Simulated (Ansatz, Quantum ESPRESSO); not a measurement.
# Bi2Se3 quintuple layer, 1 layer: the dipole at a withheld member of a series

**Set-up.** Quantum ESPRESSO 7.5, PBE, GBRV ultrasoft. Cell and atoms are relaxed without a field with a D3(BJ) correction and then held. Sawtooth field with dipole correction, 17 Å of vacuum in the starting cell, Fermi-Dirac smearing of 0.002 Ry; bands along a path at each field. The series steps the field along the normal.

```
field along the normal  dipole (e Å)
                 0 V/Å        −0.000
              0.05 V/Å         0.036
               0.1 V/Å         0.073
               0.2 V/Å         0.146
               0.3 V/Å         0.218
```

One more run was made and is withheld. What is the dipole at 0.4 V/Å?

By hand: The rows at 0.2 V/Å and 0.3 V/Å give a slope of (0.218 − (0.146))/(0.3 − (0.2)) = 0.72, so a straight line gives 0.290 e Å. A parabola through these and the row at 0.1 V/Å gives 0.289 e Å.

**The withheld run.** 0.291 e Å. The line misses by −0.001 and the parabola by −0.002 e Å. Both misses are under 5 % of the step from the nearer row.

**Limits.** Ions are held; semilocal gaps are too small; in strong fields empty levels can belong to the vacuum; one stacking. Members without a usable value, or on the other side of zero field or charge, are not listed.

[Logs are printed without paths, hosts, clocks, repeated set-up lines and the standing remarks that a program may print on its own settings, such as how far it seeks lower states.]
